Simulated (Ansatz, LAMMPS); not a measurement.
## Relaxing a frame of liquid N-methylformamide from 298 K (117 atoms)

Aim: bring a frame of liquid N-methylformamide from 298 K (117 atoms) to a nearby minimum of the energy and see what moves.

Main program and level: Ansatz 0.2.0; Kohn-Sham DFT, PBE+D4, PAW (set soft_2), plane waves.

## 1. The structure

The cell holds 117 atoms: 26 C, 13 N, 13 O and 65 H. Cell: a = 10.835 Å, b = 10.835 Å, c = 10.835 Å, α = 90.0°, β = 90.0°, γ = 90.0°. 13 N-methylformamide placed at random, at 1 g/cm³; overlaps pushed apart, then 10 ps at 398 K with MMFF94 bonds, angles, torsions, charges and radii (Halgren, J. Comput. Chem. 17, 490 (1996)) in harmonic and 12-6 forms. Snapshot after 20 ps at 298 K and fixed volume. The starting density is a measured one.

Limits known from the start: The network of contacts between molecules at the start is that of the classical potential that made the cell. Sampling is at Γ alone, for a cell whose shortest periodic width is 11 Å.

## 2. Single point at the start

A single point comes first, to see the forces before anything moves.

input.yaml reads:

```yaml
crystal:
  lattice:
    - [10.8355, 0.0, 0.0]
    - [0.0, 10.8355, 0.0]
    - [0.0, 0.0, 10.8355]
  atoms:
    - { symbol: C, position: [0.61078, 0.53148, 0.16609] }
    - { symbol: "N", position: [0.66564, 0.43474, 0.23535] }
    - { symbol: C, position: [0.78469, 0.45053, 0.2716] }
    - { symbol: O, position: [0.84092, 0.54576, 0.2484] }
    [... 107 atom lines left out ...]
    - { symbol: O, position: [0.38893, 0.89147, 0.59598] }
    - { symbol: H, position: [0.28651, 0.84283, 0.89921] }
    - { symbol: H, position: [0.24091, 0.94392, 0.78046] }
    - { symbol: H, position: [0.29753, 0.0124, 0.92255] }
    - { symbol: H, position: [0.50265, 0.933, 0.8574] }
    - { symbol: H, position: [0.55458, 0.9356, 0.66109] }
kpoints:
  mp_grid: { grid: [1, 1, 1] }
hamiltonian:
  xc: pbe
  dispersion: d4
scf:
  occupations: { method: fermi_dirac, width: 0.05 }
output:
  forces: true
  stress: true
  populations: true
  dos:
    method: { smearing: { sigma: 0.1 } }
    de: 0.1
    projected: { site_lists: { C: [C], H: [H], "N": ["N"], O: [O] } }
  eigenvalues: true
```

Command:

```console
$ ansatz run input.yaml --threads 4 --pin off --max-ram 8192MiB --backend cpu --events-out ev --progress --plain --runs-dir out
```

Run time: 28 s. Hardware: 4 threads of Arm Neoverse N1, shared host; peak memory 1.3 GiB; 1.8 min of CPU time.

The run gave:

| Item | Value |
| --- | --- |
| free energy | -19936.1179 eV |
| free energy per atom | -170.3942 eV/atom |
| SCF cycles | 10 |
| pressure | 1.853 GPa |
| r.m.s. force component | 0.9803 eV/Å |
| longest force | 4.334 eV/Å |
| Fermi energy | 1.209 eV |
| gap (highest filled to lowest empty level) | 4.314 eV |
| spilling of the projection | 0.01397 |

The r.m.s. force component of 0.98 eV/Å and the pressure of 1.9 GPa set the starting point.

Neighbours are counted within 1.34 Å (H-C), 1.27 Å (H-N), 1.79 Å (C-N), 1.68 Å (C-O).

Length of the force by element and coordination:

| element | coordination | atoms | mean length of the force (eV/Å) | spread | least | most |
| --- | --- | --- | --- | --- | --- | --- |
| C | all | 26 | 2.26 | 1.08 | 0.690 | 4.33 |
| C | 3 | 13 | 2.82 | 1.20 | 0.964 | 4.33 |
| C | 4 | 13 | 1.70 | 0.495 | 0.690 | 2.59 |
| H | all | 65 | 0.932 | 0.452 | 0.231 | 2.23 |
| N | all | 13 | 1.48 | 0.719 | 0.601 | 3.15 |
| O | all | 13 | 2.03 | 1.10 | 0.450 | 3.85 |

## 3. Relaxation

With the cell held, the atoms are moved downhill towards a nearby minimum.

input.yaml, the sections that differ from step 2:

```yaml
output:
  forces: true
relax:
  f_tol: 0.03
  max_steps: 200
# crystal, kpoints, hamiltonian, scf: as in step 2
```

Wall time 17 min (4 threads); peak memory 1.3 GiB; 66 min of CPU time.

Step by step (22 of 71):

| step | energy less that of the first step (eV) | largest force component (eV/Å) |
| --- | --- | --- |
| 1 | 0.0000 | 3.7812 |
| 4 | -4.1806 | 0.9608 |
| 8 | -4.7107 | 0.4303 |
| 11 | -4.8206 | 0.1826 |
| 14 | -4.8969 | 0.2609 |
| 18 | -5.0060 | 0.1591 |
| 21 | -5.0953 | 0.3466 |
| 24 | -5.1513 | 0.2286 |
| 28 | -5.1932 | 0.1733 |
| 31 | -5.1864 | 0.1319 |
| 34 | -5.2236 | 0.2694 |
| 38 | -5.2368 | 0.1379 |
| 41 | -5.2474 | 0.0552 |
| 44 | -5.2536 | 0.0712 |
| 48 | -5.2585 | 0.2523 |
| 51 | -5.2653 | 0.1384 |
| 54 | -5.2601 | 0.0784 |
| 58 | -5.2718 | 0.0484 |
| 61 | -5.2733 | 0.0533 |
| 64 | -5.2746 | 0.1232 |
| 68 | -5.2763 | 0.0874 |
| 71 | -5.2774 | 0.0239 |

Relaxation steps 31, 54 were tried and not accepted.

The atoms that moved most (Å):

| atom | dx | dy | dz | length |
| --- | --- | --- | --- | --- |
| O112 | -1.955 | 1.091 | 0.231 | 2.251 |
| H117 | -1.789 | 0.638 | -1.112 | 2.201 |
| O76 | -0.114 | 0.764 | -1.971 | 2.117 |
| H70 | -0.893 | -0.390 | 1.837 | 2.079 |
| H81 | -1.115 | 0.941 | -1.452 | 2.058 |
| H114 | 0.167 | 1.715 | 0.982 | 1.983 |
| H68 | 1.327 | -0.749 | 1.180 | 1.927 |
| H59 | -0.004 | 1.109 | -1.526 | 1.887 |

The relaxation changed the energy by -45.1 meV/atom, and atoms moved by 1.00 Å r.m.s., 2.3 Å at most.

## 4. Structure statistics after relaxation

Bonds before and after, by the cutoffs listed below:

| pair | bonds before | bonds after | mean before (Å) | mean after (Å) | spread before (Å) | spread after (Å) |
| --- | --- | --- | --- | --- | --- | --- |
| H-C | 52 | 52 | 1.104 | 1.100 | 0.030 | 0.005 |
| H-N | 13 | 13 | 1.026 | 1.033 | 0.021 | 0.004 |
| C-N | 26 | 26 | 1.396 | 1.395 | 0.051 | 0.058 |
| C-O | 13 | 13 | 1.216 | 1.246 | 0.020 | 0.004 |

Density 1.00 g/cm³, 10.87 Å³ an atom.

Pair distribution functions g(r), in bins of 0.2 Å:

| r (Å) | total | H-H | H-C | H-N | H-O | C-C | C-N |
| --- | --- | --- | --- | --- | --- | --- | --- |
| 1.00 | 3.02 | 0.00 | 8.55 | 7.40 | 0.00 | 0.00 | 0.00 |
| 1.20 | 1.75 | 0.00 | 4.50 | 0.00 | 0.00 | 0.00 | 0.00 |
| 1.40 | 1.00 | 0.00 | 0.00 | 0.00 | 0.00 | 0.00 | 20.15 |
| 1.60 | 0.00 | 0.00 | 0.00 | 0.00 | 0.00 | 0.00 | 0.00 |
| 1.80 | 1.19 | 2.96 | 0.00 | 0.00 | 2.19 | 0.00 | 0.00 |
| 2.00 | 1.07 | 0.00 | 0.95 | 4.82 | 1.99 | 0.00 | 0.00 |
| 2.20 | 0.83 | 0.66 | 0.83 | 2.39 | 0.00 | 0.00 | 0.00 |
| 2.40 | 0.56 | 0.67 | 0.05 | 0.00 | 1.03 | 3.23 | 0.00 |
| 2.60 | 0.71 | 1.27 | 0.61 | 0.09 | 1.25 | 0.00 | 0.00 |
| 2.80 | 0.91 | 1.15 | 0.69 | 0.29 | 0.93 | 0.00 | 0.00 |
| 3.00 | 0.75 | 1.23 | 0.90 | 0.26 | 0.93 | 0.00 | 0.00 |
| 3.20 | 0.77 | 0.63 | 1.17 | 0.83 | 1.35 | 0.00 | 0.14 |
| 3.40 | 0.90 | 0.58 | 1.63 | 0.62 | 1.08 | 0.14 | 0.13 |
| 3.60 | 1.14 | 1.06 | 1.27 | 0.83 | 1.07 | 0.90 | 1.28 |
| 3.80 | 1.15 | 1.18 | 0.83 | 1.04 | 1.33 | 1.65 | 1.55 |
| 4.00 | 1.10 | 1.00 | 0.77 | 1.39 | 1.38 | 1.87 | 1.22 |
| 4.20 | 1.02 | 1.20 | 0.76 | 1.05 | 1.12 | 1.36 | 0.94 |
| 4.40 | 1.15 | 1.13 | 1.17 | 1.05 | 1.02 | 1.86 | 1.09 |
| 4.60 | 1.20 | 0.97 | 1.47 | 1.25 | 0.92 | 1.49 | 1.29 |
| 4.80 | 0.98 | 1.04 | 0.83 | 1.19 | 0.94 | 0.66 | 1.31 |
| 5.00 | 0.93 | 0.95 | 1.04 | 0.74 | 0.58 | 1.09 | 1.37 |
| 5.20 | 0.97 | 1.01 | 1.15 | 1.08 | 0.64 | 0.77 | 0.83 |

Bonds by pair of elements; cutoffs follow the first minimum of g(r), held within bounds set by covalent radii, and pairs that aren't listed don't count as bonded:

| pair A-B | cutoff (Å) | bonds | mean length (Å) | spread (Å) | shortest (Å) | B about A | A about B |
| --- | --- | --- | --- | --- | --- | --- | --- |
| H-C | 1.34 | 52 | 1.1 | 0.005 | 1.09 | 0.8 | 2 |
| H-N | 1.27 | 13 | 1.03 | 0.004 | 1.03 | 0.2 | 1 |
| C-N | 1.79 | 26 | 1.40 | 0.058 | 1.33 | 1 | 2 |
| C-O | 1.68 | 13 | 1.25 | 0.004 | 1.24 | 0.5 | 1 |

How many atoms have how many bonded neighbours:

| element | mean | 1 | 3 | 4 |
| --- | --- | --- | --- | --- |
| C | 3.5 | 0 | 13 | 13 |
| H | 1 | 65 | 0 | 0 |
| N | 3 | 0 | 13 | 0 |
| O | 1 | 13 | 0 | 0 |

Bond angles (no mean is given where the spread exceeds 20°):

| angle | count | mean (°) | spread (°) |
| --- | --- | --- | --- |
| H-C-N | 52 | 111 | 1.5 |
| H-C-H | 39 | 109 | 0.6 |
| C-N-H | 26 | 118 | 1.2 |
| C-N-C | 13 | 123 | 0.3 |
| N-C-O | 13 | 126 | 0.5 |

Bond length by coordination (bonds to H left out):

| element | coordination | atoms | mean bond length (Å) |
| --- | --- | --- | --- |
| C | 3 | 13 | 1.29 |
| C | 4 | 13 | 1.45 |

Counting bonds as in the table, 50 % of C atoms have 3 and as many 4, all H atoms have 1, all N atoms have 3 and all O atoms have 1 bonded neighbour. The H-C-N angle averages 111° with a spread of 1.5°.

## 5. Single point at the relaxed geometry

The electronic structure is read at the final geometry, in a run of its own.

input.yaml reads:

```yaml
crystal:
  lattice:
    - [10.8355, 0.0, 0.0]
    - [0.0, 10.8355, 0.0]
    - [0.0, 0.0, 10.8355]
  atoms:
    - { symbol: C, position: [0.58794, 0.52543, 0.19002] }
    - { symbol: "N", position: [0.67584, 0.42948, 0.22153] }
    - { symbol: C, position: [0.79578, 0.45089, 0.24201] }
    - { symbol: O, position: [0.84507, 0.55478, 0.24074] }
    [... 107 atom lines left out ...]
    - { symbol: O, position: [0.20851, 0.99213, 0.61733] }
    - { symbol: H, position: [0.24074, 0.93819, 0.8649] }
    - { symbol: H, position: [0.2563, 0.10216, 0.8711] }
    - { symbol: H, position: [0.3722, 0.00623, 0.93702] }
    - { symbol: H, position: [0.47157, 0.01332, 0.74978] }
    - { symbol: H, position: [0.38944, 0.99451, 0.55851] }
kpoints:
  mp_grid: { grid: [1, 1, 1] }
hamiltonian:
  xc: pbe
  dispersion: d4
scf:
  occupations: { method: fermi_dirac, width: 0.05 }
output:
  forces: true
  stress: true
  populations: true
  dos:
    method: { smearing: { sigma: 0.1 } }
    de: 0.1
    projected: { site_lists: { C: [C], H: [H], "N": ["N"], O: [O] } }
  eigenvalues: true
  write_density: true
  write_potential: true
  volumetric_format: npy
  elf: true
```

The job ended after 29 s (4 threads; peak memory 1.3 GiB; 1.8 min of CPU time).

The program notes that the exchange-correlation potential is rough where the density is thin.

Numbers from this run:

| Item | Value |
| --- | --- |
| free energy | -19941.3953 eV |
| free energy per atom | -170.4393 eV/atom |
| SCF cycles | 10 |
| pressure | -0.2274 GPa |
| r.m.s. force component | 0.00369 eV/Å |
| longest force | 0.02733 eV/Å |
| Fermi energy | 1.229 eV |
| gap (highest filled to lowest empty level) | 4.803 eV |
| spilling of the projection | 0.01389 |

Löwdin charges by element and coordination (they lack the spilled electrons, 0.037 e an atom on average):

| element | coordination | atoms | mean charge (e) | spread | least | most |
| --- | --- | --- | --- | --- | --- | --- |
| C | all | 26 | -0.0221 | 0.332 | -0.361 | 0.324 |
| C | 3 | 13 | 0.310 | 0.0065 | 0.300 | 0.324 |
| C | 4 | 13 | -0.354 | 0.004 | -0.361 | -0.346 |
| H | all | 65 | 0.219 | 0.0557 | 0.147 | 0.333 |
| N | all | 13 | -0.242 | 0.0077 | -0.259 | -0.225 |
| O | all | 13 | -0.475 | 0.0071 | -0.486 | -0.463 |

States in the cell by windows of 1 eV, zero at the Fermi level; the larger projections on atomic orbitals stand beside the total:

| from (eV) | to (eV) | total | C p | H s | O p | N p |
| --- | --- | --- | --- | --- | --- | --- |
| -14 | -13 | 0.4 | 0.0 | 0.1 | 0.0 | 0.1 |
| -13 | -12 | 0.0 | 0.0 | 0.0 | 0.0 | 0.0 |
| -12 | -11 | 15.2 | 1.4 | 3.6 | 1.1 | 5.1 |
| -11 | -10 | 21.2 | 5.7 | 5.0 | 1.1 | 5.4 |
| -10 | -9 | 15.6 | 6.2 | 3.8 | 0.9 | 3.2 |
| -9 | -8 | 12.7 | 4.3 | 1.6 | 2.8 | 2.7 |
| -8 | -7 | 43.6 | 17.4 | 6.5 | 7.6 | 9.2 |
| -7 | -6 | 36.2 | 15.3 | 8.5 | 8.2 | 2.6 |
| -6 | -5 | 37.5 | 16.5 | 7.5 | 9.7 | 2.7 |
| -5 | -4 | 0.0 | 0.0 | 0.0 | 0.0 | 0.0 |
| -4 | -3 | 11.4 | 0.4 | 1.1 | 6.1 | 3.4 |
| -3 | -2 | 40.6 | 1.6 | 3.6 | 23.2 | 11.3 |
| -2 | 2 | 0.0 | 0.0 | 0.0 | 0.0 | 0.0 |
| 2 | 3 | 28.0 | 13.4 | 2.2 | 5.1 | 4.3 |
| 3 | 4 | 11.9 | 1.3 | 4.1 | 0.2 | 0.3 |
| 4 | 5 | 23.9 | 3.1 | 7.1 | 0.3 | 0.5 |

Between -23 and -14 eV lie 78 more states.

The levels nearest the highest filled one (over half full), pooled over k-points and spins:

| level less the highest filled one (eV) | occupation |
| --- | --- |
| -0.188 | 2 |
| -0.167 | 2 |
| -0.152 | 2 |
| -0.114 | 2 |
| -0.0768 | 2 |
| 0 | 2 |
| 4.80 | 0 |
| 4.83 | 0 |
| 4.85 | 0 |
| 4.95 | 0 |
| 4.96 | 0 |
| 5.00 | 0 |

Mean Löwdin charges: C -0.02, H +0.22, N -0.24, O -0.47 e (they miss 1.4 % of the electrons, so they add up to more than the cell's charge). The largest share in the top eV of filled states is O p (57 % of the projected weight), and in the lowest eV of empty states C p (50 % of the projected weight).

1 further run on a deliberately doubtful input is not shown.

## 6. Results

```yaml
energy_change_in_the_relaxation: -45.11 meV/atom
r_m_s_displacement: 0.996 Å
largest_displacement: 2.251 Å
free_energy_per_atom: -170.4393 eV/atom
pressure: -0.2274 GPa
r_m_s_force_component: 0.00369 eV/Å
spacing_of_highest_filled_and_lowest_empty_level: 4.803 eV
wall_time_of_the_4_dft_runs_those_left_out_included: 19 min
```

**Reading.** Relaxation lowers the energy by 45.1 meV/atom and moves atoms by 1.00 Å r.m.s.; the r.m.s. force component goes from 0.98 to 0.0037 eV/Å, the pressure goes from 1.9 to -0.23 GPa, and the gap from 4.31 to 4.80 eV. By the final cutoffs no bond was broken or made. From the first step to the last the energy fell by 5.277 eV, and the largest move was 2.25 Å (O112). The C-O bonds change most in mean length: from 1.216 Å (spread 0.020) to 1.246 Å (spread 0.004). Counting bonds as in the table, 50 % of C atoms have 3 and as many 4, all H atoms have 1, all N atoms have 3 and all O atoms have 1 bonded neighbour. The highest filled and lowest empty levels differ by 4.80 eV (at Γ alone); a semilocal functional tends to put such gaps too low. In a disordered cell it changes from sample to sample and from frame to frame.

Caveats: The network of contacts between molecules at the start is that of the classical potential that made the cell; in DFT atoms moved by 1.00 Å r.m.s.

[Logs are printed without paths, hosts, clocks, repeated set-up lines and the standing remarks that a program may print on its own settings, such as how far it seeks lower states.]

[Hosts, paths, dates, database ids (printed as entryN), source tags and the programs' standing remarks are cut or masked in the printed files.]

[The MMFF94 radii named for the starting cell were scaled by 0.96; in molecules described by MMFF94, hydrogen bound to N, O or S took a small fixed 12-6 site in their place.]
